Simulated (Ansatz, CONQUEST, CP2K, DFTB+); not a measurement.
# DFTB+ runs on (4,4) carbon nanotube in a second wall (156 atoms)

How do the settings of DFTB+ change the result for (4,4) carbon nanotube in a second wall (156 atoms)? A plane-wave run serves as the yardstick.

Calculated with DFTB+ 25.1; the method is named at each step.

## (1) The starting structure

The cell holds 156 atoms: 156 C. Its edges and angles: a = 22.124 Å, b = 22.186 Å, c = 7.281 Å, α = 90.0°, β = 90.0°, γ = 90.0°. It derives from C (graphene). Graphene sheet (a = 2.46 Å) rolled into a (4,4) tube of diameter 5.43 Å inside an (9, 9) tube, 3 periods, 10 Å of vacuum; minimised with a classical potential (one cell length free). Then every atom was moved at random, 0.02 Å r.m.s. a Cartesian component. Regions: inner wall, 48 atoms (48 C); outer wall, 108 atoms (108 C). Vacuum lies along a and b. The structure's axis is c.

The yardstick, on the same geometry:

* method: Kohn-Sham DFT, PBE, PAW, plane waves (Ansatz 0.2.0); cutoff 420 eV, Γ point, fermi-dirac smearing of 0.05 eV; PAW set soft_2
* r.m.s. force component: 1.314 eV/Å
* longest force: 4.941 eV/Å
* SCF cycles: 12
* time: 30 s on 4 threads of AMD EPYC 9R45, shared host
* CPU time: 1.9 min

## (2) IPEA1-xTB

Method: IPEA1-xTB tight binding, diagonalisation.

Input file dftb_in.hsd:

```
Geometry = GenFormat {
  <<< geo.gen
}
Driver = {}
Hamiltonian = xTB {
  Method = "IPEA1-xTB"
  SccTolerance = 1e-06
  MaxSccIterations = 300
  Mixer = Broyden { MixingParameter = 0.05 }
  Filling = Fermi { Temperature [K] = 580 }
  KPointsAndWeights = { 0.0 0.0 0.0 1.0 }
}
Analysis {
  PrintForces = Yes
  MullikenAnalysis = Yes
}
ParserOptions { ParserVersion = 14 }
```

Input file geo.gen:

```
156 F
C
1 1 0.61977 0.52950 0.16997
2 1 0.60597 0.56165 0.00524
3 1 0.55954 0.60554 0.00365
4 1 0.53216 0.61761 0.17274
5 1 0.46727 0.61740 0.17066
6 1 0.43813 0.60642 0.00872
7 1 0.39553 0.56276 0.00445
8 1 0.38164 0.53182 0.17575
9 1 0.38307 0.46912 0.17231
10 1 0.39273 0.43872 0.34012
11 1 0.44060 0.39457 0.00826
12 1 0.46930 0.38218 0.17031
13 1 0.53162 0.38125 0.17357
14 1 0.56231 0.39520 0.33812
15 1 0.60572 0.43711 0.00626
16 1 0.61827 0.46831 0.17364
17 1 0.77156 0.53341 0.17193
18 1 0.76758 0.56195 0.00436
19 1 0.74372 0.62091 0.00587
20 1 0.72673 0.64819 0.17512
21 1 0.68704 0.69682 0.17339
22 1 0.66189 0.71729 0.00417
23 1 0.60834 0.74964 0.34134
24 1 0.57764 0.75932 0.17791
25 1 0.51582 0.77172 0.17474
26 1 0.48459 0.77110 0.00877
27 1 0.42270 0.76088 0.00714
28 1 0.39201 0.75092 0.17203
29 1 0.33744 0.71749 0.17277
30 1 0.31246 0.69683 0.33824
31 1 0.27073 0.65019 0.33950
32 1 0.25487 0.62068 0.17253
33 1 0.23437 0.56250 0.17060
34 1 0.23010 0.53216 0.00828
35 1 0.22903 0.46786 0.00937
36 1 0.23646 0.43857 0.17792
37 1 0.25470 0.37796 0.17412
38 1 0.27315 0.34981 0.00600
39 1 0.31293 0.30127 0.00750
40 1 0.33708 0.28288 0.17513
41 1 0.39402 0.25174 0.17703
42 1 0.42145 0.23943 0.00552
43 1 0.48545 0.22954 0.00874
44 1 0.51550 0.22808 0.17083
45 1 0.57786 0.23963 0.17336
46 1 0.60707 0.24995 0.00470
47 1 0.66316 0.28213 0.00676
48 1 0.68732 0.30345 0.17160
49 1 0.72684 0.35049 0.17443
50 1 0.74273 0.37766 0.33861
51 1 0.76589 0.43740 0.33571
52 1 0.76919 0.46747 0.17448
53 1 0.61832 0.53194 0.50995
54 1 0.60603 0.56096 0.34149
55 1 0.56267 0.60589 0.34118
56 1 0.53313 0.61934 0.50577
[... 100 atom lines left out ...]
0.0 0.0 0.0
22.12389 0.00000 0.00000
0.00000 22.18577 0.00000
0.00000 0.00000 7.28078
```

Started as:

```bash
OMP_NUM_THREADS=1 dftb+ > output.txt
```

Log:

```text
Reading input file 'dftb_in.hsd'
Parser version: 14
--------------------------------------------------------------------------------
Processed input in HSD format written to 'dftb_pin.hsd'
Starting initialization...
--------------------------------------------------------------------------------
WARNING!
-> Dipole printed for extended system : value printed is not well defined
Mode:                        Static calculation
Self consistent charges:     Yes
SCC-tolerance:                 0.100000E-05
Max. scc iterations:                    300
Shell resolved Hubbard:      Yes
Spin polarisation:           No
Nr. of up electrons:           312.000000
Nr. of down electrons:         312.000000
Periodic boundaries:         Yes
Electronic solver:           Relatively robust
Mixer:                       Broyden mixer
Mixing parameter:                  0.050000
Nr. of chrg. vec. in memory:            300
Max. SCC-cycles:                        300
tblite library version:      0.3.0
-> parametrization:          IPEA1-xTB
-> repulsion:                Yes
-> dispersion:               Yes
-> halogen bonding:          Yes
-> electrostatics:           Yes
   -> isotropic:             Yes
   -> anisotropic:           No
   -> third-order:           Yes
Electronic temperature:              0.183675E-02 H      0.499806E-01 eV
Initial charges:             Set automatically (system chrg:   0.000E+00)
Included shells:             C:  s, p, s2
K-points and weights:           1:  0.000000  0.000000  0.000000     1.000000
K-points in absolute space:     1:  0.000000  0.000000  0.000000
Extra options:
                             Mulliken analysis
                             Force calculation
Force type                   original
--------------------------------------------------------------------------------
***  Geometry step: 0
 iSCC Total electronic   Diff electronic      SCC error
    1   -0.38640668E+03    0.00000000E+00    0.95253625E+00
    2   -0.38645221E+03   -0.38640668E+03    0.89334818E+00
    3   -0.38579287E+03   -0.45527973E-01    0.17327309E+00
    4   -0.38595406E+03    0.65933893E+00    0.12060582E+00
    5   -0.38592576E+03   -0.16118703E+00    0.11489700E+00
    6   -0.38645534E+03    0.28298796E-01    0.30772122E-01
    7   -0.38646459E+03   -0.52957883E+00    0.24937853E-01
    8   -0.38646936E+03   -0.92506568E-02    0.15894860E-01
    9   -0.38647174E+03   -0.47763581E-02    0.12574510E-01
   10   -0.38647175E+03   -0.23715640E-02    0.12551804E-01
   11   -0.38647259E+03   -0.16749924E-04    0.11401151E-01
   12   -0.38647224E+03   -0.83400407E-03    0.12237864E-01
   13   -0.38647297E+03    0.34221338E-03    0.10373236E-01
   14   -0.38647360E+03   -0.73017806E-03    0.77684909E-02
   15   -0.38647346E+03   -0.62761868E-03    0.80637185E-02
   16   -0.38647458E+03    0.14367032E-03    0.18123162E-02
   17   -0.38647396E+03   -0.11224121E-02    0.57403697E-02
   18   -0.38647378E+03    0.62353730E-03    0.63180465E-02
   19   -0.38647415E+03    0.18135532E-03    0.44228531E-02
>> Charges saved for restart in charges.bin
   20   -0.38647436E+03   -0.37008146E-03    0.27010946E-02
   21   -0.38647444E+03   -0.21453211E-03    0.14972147E-02
   22   -0.38647447E+03   -0.83258146E-04    0.10201044E-02
   23   -0.38647452E+03   -0.22112508E-04    0.17504842E-03
   24   -0.38647453E+03   -0.53434174E-04    0.36244757E-04
   25   -0.38647453E+03   -0.86274168E-05    0.49119009E-04
   26   -0.38647453E+03    0.11935280E-05    0.71384326E-04
   27   -0.38647453E+03    0.11553704E-05    0.30023350E-04
   28   -0.38647453E+03   -0.27598887E-05    0.11849744E-04
   29   -0.38647453E+03   -0.17847144E-05    0.19548394E-05
>> Charges saved for restart in charges.bin
   30   -0.38647453E+03   -0.66763312E-06    0.29833199E-06
Total Energy:                     -377.2995897331 H       -10266.8442 eV
Extrapolated to 0K:               -377.3049829993 H       -10266.9910 eV
Total Mermin free energy:         -377.3103762655 H       -10267.1377 eV
Force related energy:             -377.3103762655 H       -10267.1377 eV
Volume:                              0.241163E+05 au^3   0.357367E+04 A^3
Pressure:                            0.130399E-03 au     0.383647E+10 Pa
```

detailed.out:

```text
Fermi distribution function
Calculation with static geometry
********************************************************************************
 iSCC Total electronic   Diff electronic      SCC error
   30   -0.38647453E+03   -0.66763312E-06    0.29833199E-06
********************************************************************************
 Total charge:    -0.00000000
 Atomic gross charges (e)
 Atom           Charge
    1       0.00221331
    2       0.00092308
    3       0.00736527
    4       0.00008667
    5       0.00458966
    6       0.00582397
    7       0.00701164
    8      -0.00022073
    9       0.00728177
   10       0.00405208
   11       0.00708258
   12       0.00725366
[...]
152       0.00084175
  153      -0.00610895
  154      -0.00258407
  155      -0.00137569
  156      -0.00192227
Fermi level:                        -0.3432071002 H           -9.3391 eV
Band energy:                      -404.6117936873 H       -11010.0471 eV
TS:                                  0.0107865323 H            0.2935 eV
Band free energy (E-TS):          -404.6225802196 H       -11010.3406 eV
Extrapolated E(0K):               -404.6171869534 H       -11010.1938 eV
Input / Output electrons (q):    624.0000000000    624.0000000000
Energy H0:                        -386.5012070138 H       -10517.2330 eV
Energy SCC:                          0.0266760330 H            0.7259 eV
Total Electronic energy:          -386.4745309808 H       -10516.5071 eV
Repulsive energy:                    9.6264313366 H          261.9485 eV
Halogen correction energy:           0.0000000000 H            0.0000 eV
Total energy:                     -377.2995897331 H       -10266.8442 eV
Extrapolated to 0:                -377.3049829993 H       -10266.9910 eV
Total Mermin free energy:         -377.3103762655 H       -10267.1377 eV
Force related energy:             -377.3103762655 H       -10267.1377 eV
Non-constrained calculation
SCC converged
Total Forces
    1     -0.015642042210      0.052393049915      0.029915249252
    2     -0.005041389475      0.021808531240      0.029011405570
    3      0.062482756315     -0.020856718550      0.039655386995
    4     -0.054151656780      0.012575703110      0.009120292047
    5      0.056078963303      0.021376077503      0.061930000267
    6      0.009068034406      0.017428306905     -0.050461430860
    7     -0.047423043346     -0.042860012660      0.054476028040
    8     -0.001361976474      0.008220946510     -0.018694633468
    9     -0.018647560640      0.014829463560      0.010166729457
   10      0.034424706439     -0.034832960981     -0.011956447323
   11     -0.071054201726      0.024976977024     -0.021573244895
[...]
152      0.042175628789      0.039982334905      0.012846202071
  153      0.022208443652      0.009986639272      0.009557790615
  154     -0.022695410644     -0.031290496349     -0.061995882480
  155      0.006576120275      0.031912010643      0.015701214823
  156      0.005593577613     -0.054222073259     -0.004318635239
Total stress tensor
      0.000092328306      0.000004832938      0.000008379949
      0.000004832938      0.000097424706      0.000009786925
      0.000008379949      0.000009786925      0.000201444032
Total lattice derivs
     -0.053258012098     -0.002787798290     -0.004833830840
     -0.002780022632     -0.056041038406     -0.005629675212
     -0.014688418244     -0.017154574019     -0.353092159269
Maximal derivative component:        0.113293E+00 au
Volume:                              0.241163E+05 au^3
Pressure:                            0.130399E-03 au     0.383647E+10 Pa
Warning: dipole moment is not defined absolutely!
Dipole moment:   -0.00093013   -0.03093967    0.05008060 au
Dipole moment:   -0.00236416   -0.07864081    0.12729220 Debye
```

It took 12 s on 1 thread of AMD EPYC 9R45, shared host; peak memory 0.59 GiB.

Banners, paths, timers and routine set-up lines are dropped from the logs unmarked, and long logs keep their key lines alone; longer cuts are marked.

Compared with the plane-wave run:

```
r.m.s. force component                  : 1.584 eV/Å
r.m.s. difference of force components   : 365.7 meV/Å
longest difference of force vectors     : 1228 meV/Å
force difference over r.m.s. force      : 27.83 %
slope of forces against the reference's : 1.188
correlation of force components         : 0.9853
```

A closer look about C69, which bears the longest force: 10 atoms, nearest first, numbered in the order of the input, with positions taken from that point.

| atom | x | y | z | distance (Å) | bonds | Mulliken charge (e) | Fx | Fy | Fz (eV/Å) |
| --- | --- | --- | --- | --- | --- | --- | --- | --- | --- |
| C69 | 0.00 | 0.00 | 0.00 | 0.00 | 3 | 0.00 | 0.07 | -0.61 | 5.83 |
| C70 | -0.10 | 0.67 | -1.17 | 1.35 | 3 | 0.00 | -0.94 | 3.61 | 0.50 |
| C104 | -0.03 | -1.40 | 0.09 | 1.40 | 3 | 0.00 | 0.63 | -0.05 | -3.82 |
| C122 | -0.12 | 0.69 | 1.32 | 1.50 | 3 | 0.00 | -0.03 | -0.28 | -5.46 |
| C17 | 0.00 | 0.04 | -2.38 | 2.38 | 3 | 0.00 | 0.41 | -4.19 | -0.71 |
| C71 | -0.62 | 2.02 | -1.12 | 2.40 | 3 | 0.00 | 1.18 | -2.08 | -3.01 |
| C51 | -0.13 | -2.09 | -1.19 | 2.41 | 3 | 0.00 | -0.77 | -1.14 | 3.27 |
| C123 | -0.60 | 2.00 | 1.23 | 2.42 | 3 | 0.00 | 0.18 | -0.45 | 4.05 |
| C103 | -0.12 | -2.10 | 1.26 | 2.45 | 3 | 0.00 | -0.49 | -0.17 | 1.79 |
| C121 | -0.04 | -0.02 | 2.50 | 2.50 | 3 | 0.00 | 0.78 | 0.19 | -1.22 |

Forces lie 28 % from the reference's, at 0.10 times its CPU time (on 1 against 4 cores).

## (3) DFTB 3ob-3-1

Method: third-order SCC-DFTB tight binding, 3ob-3-1 parameters, diagonalisation.

The folder slako/ holds the set 3ob-3-1.

dftb_in.hsd: that of step 2 with these lines changed.

```diff
@@ -4,4 +4,17 @@
 Driver = {}
-Hamiltonian = xTB {
-  Method = "IPEA1-xTB"
+Hamiltonian = DFTB {
+  Scc = Yes
+  SlaterKosterFiles = Type2FileNames {
+    Prefix = "slako/"
+    Separator = "-"
+    Suffix = ".skf"
+  }
+  MaxAngularMomentum {
+    C = "p"
+  }
+  ThirdOrderFull = Yes
+  HCorrection = Damping { Exponent = 4.0 }
+  HubbardDerivs {
+    C = -0.1492
+  }
   SccTolerance = 1e-06
```

geo.gen is that of step 2.

Started as:

```bash
OMP_NUM_THREADS=1 dftb+ > output.txt
```

Log:

```text
Reading input file 'dftb_in.hsd'
Parser version: 14
--------------------------------------------------------------------------------
Reading SK-files:
./slako/C-C.skf
Done.
[... lines left out ...]
WARNING!
[... lines left out ...]
 iSCC Total electronic   Diff electronic      SCC error
[... lines left out ...]
   22   -0.27289791E+03    0.26983514E-07    0.59140985E-06
Total Energy:                     -266.5796638119 H        -7254.0017 eV
Extrapolated to 0K:               -266.5843178242 H        -7254.1284 eV
Total Mermin free energy:         -266.5889718365 H        -7254.2550 eV
Force related energy:             -266.5889718365 H        -7254.2550 eV
Volume:                              0.241163E+05 au^3   0.357367E+04 A^3
Pressure:                            0.303021E-03 au     0.891518E+10 Pa
```

detailed.out:

```text
Fermi distribution function
Calculation with static geometry
********************************************************************************
 iSCC Total electronic   Diff electronic      SCC error
[... lines left out ...]
Fermi level:                        -0.1588843423 H           -4.3235 eV
[... lines left out ...]
Band free energy (E-TS):          -274.7692546691 H        -7476.8518 eV
[... lines left out ...]
Total energy:                     -266.5796638119 H        -7254.0017 eV
[... lines left out ...]
Total Mermin free energy:         -266.5889718365 H        -7254.2550 eV
[... lines left out ...]
SCC converged
Total Forces
[... lines left out ...]
     -0.002904003052     -0.133878601837     -0.006218251352
     -0.016410557762     -0.018948065325     -0.788087429057
Maximal derivative component:        0.115151E+00 au
Volume:                              0.241163E+05 au^3
Pressure:                            0.303021E-03 au     0.891518E+10 Pa
Warning: dipole moment is not defined absolutely!
Dipole moment:    0.01319869   -0.01438069   -0.03880428 au
Dipole moment:    0.03354774   -0.03655207   -0.09863064 Debye
```

It took 1.7 s on 1 thread; peak memory 0.18 GiB.

Compared with the plane-wave run:

```yaml
r_m_s_force_component: 1.637 eV/Å
r_m_s_difference_of_force_components: 375.6 meV/Å
longest_difference_of_force_vectors: 1242 meV/Å
force_difference_over_r_m_s_force: 28.58 %
slope_of_forces_against_the_reference_s: 1.235
correlation_of_force_components: 0.9915
```

Against the first run (28 %), the force difference from the reference is 29 %, at 0.14 times the CPU time.

## (4) DFTB mio-1-1

Method: SCC-DFTB tight binding, mio-1-1 parameters, diagonalisation.

The parameter files are exchanged too: slako/ now holds the set mio-1-1.

dftb_in.hsd: that of step 3 with these lines changed.

```diff
@@ -14,7 +14,2 @@
   }
-  ThirdOrderFull = Yes
-  HCorrection = Damping { Exponent = 4.0 }
-  HubbardDerivs {
-    C = -0.1492
-  }
   SccTolerance = 1e-06
```

geo.gen is that of step 3.

Started as:

```bash
OMP_NUM_THREADS=1 dftb+ > output.txt
```

Log:

```text
Reading input file 'dftb_in.hsd'
Parser version: 14
--------------------------------------------------------------------------------
Reading SK-files:
./slako/C-C.skf
Done.
[... lines left out ...]
WARNING!
[... lines left out ...]
 iSCC Total electronic   Diff electronic      SCC error
[... lines left out ...]
   20   -0.28279011E+03   -0.53223971E-07    0.52510730E-06
Total Energy:                     -269.2181334414 H        -7325.7981 eV
Extrapolated to 0K:               -269.2227802956 H        -7325.9246 eV
Total Mermin free energy:         -269.2274271498 H        -7326.0510 eV
Force related energy:             -269.2274271498 H        -7326.0510 eV
Volume:                              0.241163E+05 au^3   0.357367E+04 A^3
Pressure:                            0.322817E-03 au     0.949760E+10 Pa
```

detailed.out:

```text
Fermi distribution function
Calculation with static geometry
********************************************************************************
 iSCC Total electronic   Diff electronic      SCC error
[... lines left out ...]
Fermi level:                        -0.1657570057 H           -4.5105 eV
[... lines left out ...]
Band free energy (E-TS):          -284.2890639268 H        -7735.8990 eV
[... lines left out ...]
Total energy:                     -269.2181334414 H        -7325.7981 eV
[... lines left out ...]
Total Mermin free energy:         -269.2274271498 H        -7326.0510 eV
[... lines left out ...]
SCC converged
Total Forces
[... lines left out ...]
     -0.003372058674     -0.139068063418     -0.007251278964
     -0.020155279831     -0.022095875143     -0.860696382605
Maximal derivative component:        0.127434E+00 au
Volume:                              0.241163E+05 au^3
Pressure:                            0.322817E-03 au     0.949760E+10 Pa
Warning: dipole moment is not defined absolutely!
Dipole moment:    0.01159237   -0.01316684   -0.00897857 au
Dipole moment:    0.02946487   -0.03346676   -0.02282126 Debye
```

Run time: 1.5 s. Hardware: 1 thread; peak memory 0.18 GiB.

Against the reference:

- r.m.s. force component: 1.799 eV/Å
- r.m.s. difference of force components: 538.5 meV/Å
- longest difference of force vectors: 1755 meV/Å
- force difference over r.m.s. force: 40.98 %
- slope of forces against the reference's: 1.353
- correlation of force components: 0.9884

Against the first run (28 %), the force difference from the reference is 41 %, at 0.13 times the CPU time (20 SCF steps against 30).

## (5) All runs compared

Differences are against the plane-wave reference, forces as r.m.s. over components; share is that over the reference's r.m.s. force, slope the least-squares factor from reference forces to these. Total energies of different programs have different zeros and aren't compared.

| run | Δ force, r.m.s. (meV/Å) | share (%) | slope | cores | CPU time | memory (GiB) |
| --- | --- | --- | --- | --- | --- | --- |
| reference | - | - | - | 4 | 1.9 min | 4.4 |
| DFTB+ IPEA1-xTB | 366 | 27.8 | 1.188 | 1 | 12 s | 0.59 |
| DFTB+ DFTB 3ob-3-1 | 376 | 28.6 | 1.235 | 1 | 1.7 s | 0.18 |
| DFTB+ DFTB mio-1-1 | 538 | 41.0 | 1.353 | 1 | 1.4 s | 0.18 |

CPU time is summed over cores on a shared host, where runs went side by side, so it is rough. Symmetry, cutoffs, thresholds, outputs and thread counts weren't matched or tuned between programs; memory under MPI is the largest rank's times the ranks.

## (6) Outcome

```
nearest in forces : DFTB+ IPEA1-xTB, 28 %
its CPU time      : 12 s
```

Tight binding differs by 28 % (DFTB+ IPEA1-xTB) to 41 % (DFTB+ DFTB mio-1-1); it is another model, with fitted parameters of its own, and the xTB methods hold dispersion. IPEA1-xTB was fitted to ionisation energies and electron affinities, not to forces or charges. Of the electronic-structure runs that take under half the reference's CPU time, DFTB+ IPEA1-xTB is among the nearest, at 28 % in 12 s against 1.9 min. Periodic xTB results under one method name differ between programs and library versions (DFTB+ here holds tblite 0.3). The electronic-structure runs sample only Γ, in a cell whose periodic width is 7 Å, which is coarse for a cell with partly filled levels.

[Also dropped from logs without a mark: logging warnings of Python, and SIESTA's first energy breakdown and zero terms.]

[Logs are printed without paths, hosts, clocks, repeated set-up lines and the standing remarks that a program may print on its own settings, such as how far it seeks lower states.]

[Hosts, paths, dates, database ids (printed as entryN), source tags and the programs' standing remarks are cut or masked in the printed files.]
